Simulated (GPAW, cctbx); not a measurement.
## Reading charge transfer from structure factors

SrCaGaAsO6, F-43m (no. 216), a = 7.7258 Å, b = 7.7258 Å, c = 7.7258 Å, α = 90.00°, β = 90.00°, γ = 90.00°.

| atom | mult. | x | y | z |
| --- | --- | --- | --- | --- |
| Sr1 | 4 | 1/4 | 1/4 | 3/4 |
| As1 | 4 | 0 | 0 | 0 |
| Ga1 | 4 | 1/2 | 0 | 0 |
| Ca1 | 4 | 1/4 | 3/4 | 3/4 |
| O1 | 24 | 1/2 | 0.2588 | 0 |

The cell comes from substitution in a known structure type and wasn't matched to any measured phase.

Absolute values of the static structure factors of the conventional cell from DFT (PBE, GPAW) against free spherical atoms, in electrons:

| hkl | d (Å) | free atoms | crystal |
| --- | --- | --- | --- |
| 111 | 4.460 | 69.82 | 70.08 |
| 020 | 3.863 | 83.61 | 83.37 |
| 022 | 2.732 | 345.43 | 341.51 |
| 131 | 2.329 | 61.87 | 61.77 |
| 222 | 2.230 | 96.79 | 103.75 |
| 040 | 1.931 | 459.01 | 463.12 |
| 133 | 1.772 | 57.85 | 57.80 |
| 042 | 1.728 | 59.18 | 60.47 |
| 242 | 1.577 | 286.82 | 287.15 |
| 333 | 1.487 | 55.41 | 55.50 |

**Question.** Which way does charge move, and which reflections show it best?

Project each element's phase sum on the total phase. At low angle |F| should rise if density moves to atoms that scatter in phase and fall if it moves to atoms that scatter against it.

| hkl | Sr in phase | As in phase | Ga in phase | Ca in phase | O in phase | change (e) | (%) |
| --- | --- | --- | --- | --- | --- | --- | --- |
| 111 | +3.9 | +0.9 | -0.9 | -3.9 | +0.3 | +0.27 | +0.4 |
| 020 | -4.0 | +4.0 | +4.0 | -4.0 | +8.0 | -0.24 | -0.3 |
| 022 | +4.0 | +4.0 | +4.0 | +4.0 | -7.9 | -3.92 | -1.1 |
| 131 | +4.0 | +0.2 | -0.2 | -4.0 | 0.0 | -0.10 | -0.2 |
| 222 | +4.0 | -4.0 | -4.0 | +4.0 | +23.9 | +6.96 | +7.2 |
| 040 | +4.0 | +4.0 | +4.0 | +4.0 | +23.8 | +4.10 | +0.9 |
| 133 | +4.0 | -0.3 | +0.3 | -4.0 | +0.2 | -0.05 | -0.1 |
| 042 | -4.0 | +4.0 | +4.0 | -4.0 | +7.9 | +1.29 | +2.2 |

Low-angle reflections that set elements apart and change by more than 0.05 e: 111, 020, 022, 131, 222, 133 and 042. The real-space density gives Voronoi charges Sr +0.18, As +0.65, Ga +0.57, Ca +0.28, O -0.28 e. The signs that these charges predict hold for 111, 020, 022 and 222 and fail for 131, 133 and 042, so the simple rule can't give the direction here. The reflections see the density near the nuclei and the atoms' change of size and shape; Voronoi cells count what crosses the midplanes.
